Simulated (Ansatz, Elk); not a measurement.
# How far do independent atoms describe SrNiS3?

The structure of SrNiS3 used here is made up (a known structure type with other elements) and was relaxed beforehand with PBE. The aim is the Fourier transform of its all-electron density, F(hkl), set beside the sum over free spherical atoms that refinements use.

Program: Elk 11.2.3 (patched build). Level of theory: DFT, PBE, all-electron APW+lo, Dirac cores, scalar-relativistic bands, static density, no spin. Results are calculated unless marked as measured.

The structure was built from a prototype and need not be the compound's stable phase.

## 1. The structure

Symmetry: Pm-3m, No. 221, cubic system. The conventional cell has a = 4.606 Å, b = 4.606 Å, c = 4.606 Å, α = 90.00°, β = 90.00°, γ = 90.00°. Nearest to Sr lie 12 S at 3.26 Å. Nearest to Ni lie 6 S at 2.30 Å. S has 2 Ni at 2.30 Å and 4 Sr at 3.26 Å nearest. Farther neighbours and most contacts between anions are not listed.

## 2. Ground state and structure factors

An all-electron density is needed, since X-rays see the cores too. Task 0 finds the density and task 195 Fourier-transforms it; tshift is off so that phases refer to the origin typed.

File elk.in:

```
tasks
  0
  195

xctype
  20

spinpol
  .false.

rgkmax
  7.0

gmaxvr
  14.0

lmaxo
  7

lmaxapw
  8

swidth
  0.002

tshift
  .false.

ramdisk
  .false.

hmaxvr
  5.5

maxscl
  120

epspot
  1e-06

sppath
  './'

avec
  8.70388741189 -0.00000000000 0.00000000000
  -0.00000000000 8.70388741189 0.00000000000
  0.00000000000 0.00000000000 8.70388741189

atoms
  3
  'Sr.in'
  1
  0.0000000000 0.0000000000 -0.0000000000   0.000000 0.000000 0.000000
  'Ni.in'
  1
  0.5000000000 0.5000000000 0.5000000000   0.000000 0.000000 0.000000
  'S.in'
  3
  0.5000000000 -0.0000000000 0.5000000000   0.000000 0.000000 0.000000
  -0.0000000000 0.5000000000 0.5000000000   0.000000 0.000000 0.000000
  0.5000000000 0.5000000000 -0.0000000000   0.000000 0.000000 0.000000

ngridk
  5 5 5
```

Run with:

```sh
$ OMP_NUM_THREADS=4 elk
```

Numbers of over 12 decimals in the logs are rounded to 6 here.

What it wrote:

```text
┌─────────────────────────┐
│ Elk code version 11.2.3 │
└─────────────────────────┘

All units are atomic (Hartree, Bohr, etc.)

┌─────────────────────────────────────────────────┐
│ Ground-state run starting from atomic densities │
└─────────────────────────────────────────────────┘

Lattice vectors :
   8.703887412      -0.000000000       0.000000000
  -0.000000000       8.703887412       0.000000000
   0.000000000       0.000000000       8.703887412

Reciprocal lattice vectors :
  0.7218826497       0.000000000      -0.000000000
   0.000000000      0.7218826497      -0.000000000
  -0.000000000      -0.000000000      0.7218826497

Unit cell volume      :    659.3861091
Brillouin zone volume :   0.3761835593

Muffin-tin inner radius fraction :   0.1000000000E-01

Nuclei treated as point charges

Species : 1 (Sr)
 parameters loaded from : Sr.in
 name : strontium
 nuclear charge    :   -38.00000000
 electronic charge :    38.00000000
 atomic mass :    159721.4892
 muffin-tin radius :    2.600000000
 number of radial points in muffin-tin :   1193
 inner part over the whole radius :   0.9909106339E-02
 number on inner part of muffin-tin    :    847
 approximate nuclear radius :   0.8067967193E-04
 number of mesh points to nuclear radius :    415
 atomic positions (lattice), magnetic fields (Cartesian) :
  1 :   0.00000000  0.00000000  0.00000000    0.00000000  0.00000000  0.00000000

Species : 2 (Ni)
 parameters loaded from : Ni.in
 name : nickel
 nuclear charge    :   -28.00000000
 electronic charge :    28.00000000
 atomic mass :    106991.5231
 muffin-tin radius :    2.244492368
 number of radial points in muffin-tin :    993
 inner part over the whole radius :   0.9984121183E-02
 number on inner part of muffin-tin    :    700
 approximate nuclear radius :   0.7325707712E-04
 number of mesh points to nuclear radius :    336
 atomic positions (lattice), magnetic fields (Cartesian) :
  1 :   0.50000000  0.50000000  0.50000000    0.00000000  0.00000000  0.00000000

Species : 3 (S)
 parameters loaded from : S.in
 name : sulphur
 nuclear charge    :   -16.00000000
 electronic charge :    16.00000000
 atomic mass :    58450.91931
 muffin-tin radius :    2.057451338
 number of radial points in muffin-tin :    793
 inner part over the whole radius :   0.9900305949E-02
 number on inner part of muffin-tin    :    553
 approximate nuclear radius :   0.6195814986E-04
 number of mesh points to nuclear radius :    252
 atomic positions (lattice), magnetic fields (Cartesian) :
  1 :   0.50000000  0.00000000  0.50000000    0.00000000  0.00000000  0.00000000
  2 :   0.00000000  0.50000000  0.50000000    0.00000000  0.00000000  0.00000000
  3 :   0.50000000  0.50000000  0.00000000    0.00000000  0.00000000  0.00000000

Total number of atoms per unit cell :    5
Total muffin-tin volume :    230.4312607
 ratio of muffin-tin to unit cell volume :   0.3494633228

Spin treatment :
 spin-unpolarised

Number of Bravais lattice symmetries :   48
Number of crystal symmetries         :   48
Crystal has inversion symmetry
Real symmetric eigensolver will be used

k-point grid :      5     5     5
k-point offset :    0.000000000       0.000000000       0.000000000
k-point set is reduced with full crystal symmetry group
Total number of k-points :       10

Muffin-tin radius times maximum |G+k| :    7.000000000
 using average radius
Maximum |G+k| for APW functions       :    3.176952713
Maximum (1/2)|G+k|²                   :    5.046514270
Maximum |G| for potential and density :    14.00000000
Constant for pseudocharge density :    9
 order of it for each species :   16  16  16
 order of it for pair densities of each species (exact exchange by exxq0 0: 17) :   14  10   8
Radial integration step length :    1

G-vector grid sizes :     40    40    40
Number of G-vectors :    30647

Maximum angular momentum used for
 APW functions            :    8
 outer part of muffin-tin :    7
 inner part of muffin-tin :    2

Total nuclear charge    :   -114.0000000
[...]
electron entropic           :    -0.81004289849240E-03
 total energy                :     -5899.3852239852

Density of states at Fermi energy :    60.24115107
 (states/Hartree/unit cell)

Estimated indirect band gap :   0.3830127740E-02
 from k-point 8 to k-point 2
Estimated direct band gap   :   0.7988942655E-02
 at k-point 2

Charges :
 core                        :    70.00000000
 valence                     :    44.00000000
 interstitial                :    8.833933144
 muffin-tins (core leakage)
  species : 1 (Sr)
   atom 1                    :    35.87497152     (  0.2834827109E-04)
  species : 2 (Ni)
[...]
species : 3 (S)
[...]
total in muffin-tins        :    105.1660669
 total calculated charge     :    113.9981580
 total charge                :    114.0000000
 error                       :   0.1841977859E-02

RMS change in Kohn-Sham potential (target) :   0.3976566507     (  0.1000000000E-05)
Absolute change in total energy (target)   :   0.1738215986     (  0.1000000000E-03)

[... loops 3 to 14 left out ...]

┌──────────────────┐
│ Loop number : 15 │
└──────────────────┘

Energies :
 Fermi                       :     0.206620
 sum of occupied eigenvalues :     -3414.5546964292
 electron kinetic            :      6023.1122853313
 core electron kinetic       :      5777.8853825257
 Coulomb                     :     -11675.711511710
 Coulomb potential           :     -9118.4759456853
 nuclear-nuclear             :     -774.63781502227
 electron-nuclear            :     -12699.257905991
 Hartree                     :      1798.1842093032
 Madelung                    :     -7116.4735388671
 xc potential                :     -319.19103607519
 exchange                    :     -240.66011579871
 correlation                 :     -5.139496
 electron entropic           :    -0.10724421304509E-02
 total energy                :     -5898.3999107774

Density of states at Fermi energy :    73.69077995
 (states/Hartree/unit cell)

Estimated indirect band gap :   0.1428022944E-02
 from k-point 2 to k-point 1
Estimated direct band gap   :   0.1031480434E-01
 at k-point 3

Charges :
 core                        :    70.00000000
 valence                     :    44.00000000
 interstitial                :    8.987495058
 muffin-tins (core leakage)
  species : 1 (Sr)
[...]
species : 2 (Ni)
[...]
species : 3 (S)
[...]
total in muffin-tins        :    105.0125049
 total calculated charge     :    113.9980880
 total charge                :    114.0000000
 error                       :   0.1912007870E-02

RMS change in Kohn-Sham potential (target) :   0.7980280239E-06 (  0.1000000000E-05)
Absolute change in total energy (target)   :   0.7696253579E-04 (  0.1000000000E-03)

Convergence targets achieved

┌──────────────────┐
│ Loop number : 16 │
└──────────────────┘

Energies :
 Fermi                       :     0.206620
 sum of occupied eigenvalues :     -3414.5546826722
 electron kinetic            :      6023.1122772998
 core electron kinetic       :      5777.8853818510
 Coulomb                     :     -11675.711498595
 Coulomb potential           :     -9118.4759560167
 nuclear-nuclear             :     -774.63781502227
 electron-nuclear            :     -12699.257869289
 Hartree                     :      1798.1841857156
 Madelung                    :     -7116.4735205871
 xc potential                :     -319.19100395532
 exchange                    :     -240.66011457742
 correlation                 :     -5.139496
 electron entropic           :    -0.10724419395983E-02
 total energy                :     -5898.3999044788

Density of states at Fermi energy :    73.69072518
 (states/Hartree/unit cell)

Estimated indirect band gap :   0.1427996653E-02
 from k-point 2 to k-point 1
Estimated direct band gap   :   0.1031481829E-01
 at k-point 3

Charges :
 core                        :    70.00000000
 valence                     :    44.00000000
 interstitial                :    8.987495426
 muffin-tins (core leakage)
  species : 1 (Sr)
[...]
species : 2 (Ni)
[...]
species : 3 (S)
   atom 1                    :    14.03909127     (  0.1801073142E-03)
   atom 2                    :    14.03909127     (  0.1801073142E-03)
   atom 3                    :    14.03909127     (  0.1801073142E-03)
 total in muffin-tins        :    105.0125046
 total calculated charge     :    113.9980880
 total charge                :    114.0000000
 error                       :   0.1912008193E-02

┌──────────────────────────────┐
│ Self-consistent loop stopped │
└──────────────────────────────┘

Warning : core states of species 2 leak from the muffin-tin :   0.6399706945E-03

Warning : core states of species 3 leak from the muffin-tin :   0.1801073142E-03

Wrote STATE.OUT
```

The job ended after 22 s (4 threads of Arm Neoverse V1, shared host; peak memory 0.17 GiB).

SFACRHO.OUT:

```text

h k l indices transformed by vhmat matrix:
   1.000000000       0.000000000       0.000000000    
   0.000000000       1.000000000       0.000000000    
   0.000000000       0.000000000       1.000000000    

      h      k      l  multipl.   |H|            Re(F)            Im(F)           |F|

      0      0      0      1   0.0000000       114.00000      0.34716322E-17   114.00000    
      0     -1      0      6  0.72188265      -5.4954803     -0.26274200E-13   5.4954803    
     -1      0      1     12   1.0208962       43.359058     -0.29896858E-14   43.359058    
      1      1      1      8   1.2503374       42.452617      0.10503652E-13   42.452617    
      0      0     -2      6   1.4437653       82.900484      0.47282220E-13   82.900484    
     -1      0     -2     24   1.6141787      -2.5393022     -0.58915787E-13   2.5393022    
     -1      1     -2     24   1.7682441       37.487906     -0.23593901E-14   37.487906    
      2      2      0     12   2.0417925       70.674588     -0.82415060E-13   70.674588    
      2     -2      1     24   2.1656479      -1.5147269      0.30260947E-13   1.5147269    
      0      0      3      6   2.1656479      -1.4082756      0.76155091E-13   1.4082756    
     -3      1      0     24   2.2827934       33.045696      0.16231867E-13   33.045696    
     -1     -1     -3     24   2.3942139       31.734942      0.78587067E-14   31.734942    
      2     -2     -2      8   2.5006749       63.663241      0.37009732E-13   63.663241    
     -2     -3      0     24   2.6027849     -0.92408696     -0.10730546E-12  0.92408696    
     -2      1      3     48   2.7010375       29.890376     -0.31795225E-13   29.890376    
      4      0      0      6   2.8875306       58.712101     -0.67426226E-13   58.712101    
      3      2     -2     24   2.9763984     -0.50200102      0.31797090E-13  0.50200102    
     -4      0     -1     24   2.9763984     -0.50064017     -0.39208581E-13  0.50064017
```

Elk indexes on the primitive cell of elk.in and gives |H| = 4π sin θ/λ in inverse bohr. Below, one row stands for each form hkl of the conventional cell (m members, Friedel mates merged), F is for one primitive cell and the density is static (no thermal factor). Free-atom factors are Waasmaier and Kirfel's, and R is Σm||F|−|F'||/Σm|F|.

```tsv
hkl	m	sin θ/λ (Å⁻¹)	abs F, DFT	neutral atoms	diff.
100	6	0.109	5.495	5.371	+0.125
110	12	0.153	43.359	43.373	-0.014
111	8	0.188	42.453	42.252	+0.201
200	6	0.217	82.900	82.821	+0.080
210	24	0.243	2.539	2.551	-0.012
211	24	0.266	37.488	37.456	+0.032
220	12	0.307	70.675	70.871	-0.197
221	24	0.326	1.515	1.605	-0.091
300	6	0.326	1.408	1.605	-0.197
310	24	0.343	33.046	33.144	-0.098
311	24	0.360	31.735	31.764	-0.029
222	8	0.376	63.663	63.783	-0.120
320	24	0.391	0.924	0.992	-0.068
321	48	0.406	29.890	29.925	-0.035
400	6	0.434	58.712	58.822	-0.109
322	24	0.448	0.502	0.497	+0.005
410	24	0.448	0.501	0.497	+0.004
411	24	0.461	27.459	27.459	-0.000
330	12	0.461	27.442	27.459	-0.017
331	24	0.473	28.536	28.640	-0.105
420	24	0.485	54.863	54.961	-0.098
421	48	0.497	0.121	0.092	+0.029
```

## 3. The highest occupied states alone

An energy window below the Fermi level keeps the highest occupied states, to see at which angles they scatter; shallow core shells can lie inside it and anion s states outside. No new self-consistency is needed.

elk.in, as its differences from that of step 2:

```diff
@@ -1,3 +1,2 @@
 tasks
-  0
   195
@@ -40,2 +39,5 @@
 
+wsfac
+  -0.234370 0.506620
+
 sppath
```

Run with:

```sh
$ OMP_NUM_THREADS=4 elk
```

What it wrote:

```text
┌─────────────────────────────────┐
│ Elk code version 11.2.3 started │
└─────────────────────────────────┘

Info(readinput): the functional depends on the density's gradient
 muffin-tin radial points multiplied by    2.00000
 (not where nrmtscf is given)

┌────────────────────┐
│ Current task : 195 │
└────────────────────┘
Info(checkmt): changed muffin-tin radius of species 2 (Ni) from   2.4000 to   2.2445
Info(checkmt): changed muffin-tin radius of species 3 (S) from   2.2000 to   2.0575

Info(sfacrho): density structure factors written to SFACRHO.OUT

 Energy window :  -0.2343700000      0.5066200000

┌──────────────────┐
│ Elk code stopped │
└──────────────────┘
```

It took 12 s on 4 threads; peak memory 0.16 GiB.

States within 12 eV below the Fermi level hold 28.00 electrons; any levels below the window count with the cores. Their amplitudes can exceed the total, where window and core parts have opposite phase:

```tsv
hkl	sin θ/λ (Å⁻¹)	abs F, window	abs F, all
100	0.109	11.472	5.495
110	0.153	4.244	43.359
111	0.188	0.686	42.453
200	0.217	9.081	82.900
210	0.243	5.705	2.539
211	0.266	4.132	37.488
220	0.307	4.266	70.675
221	0.326	3.543	1.515
300	0.326	3.382	1.408
310	0.343	3.253	33.046
```

[end of part 1 of 2]

[Logs are printed without paths, hosts, clocks, repeated set-up lines and the standing remarks that a program may print on its own settings, such as how far it seeks lower states.]

[Hosts, paths, dates, database ids (printed as entryN), source tags and the programs' standing remarks are cut or masked in the printed files.]
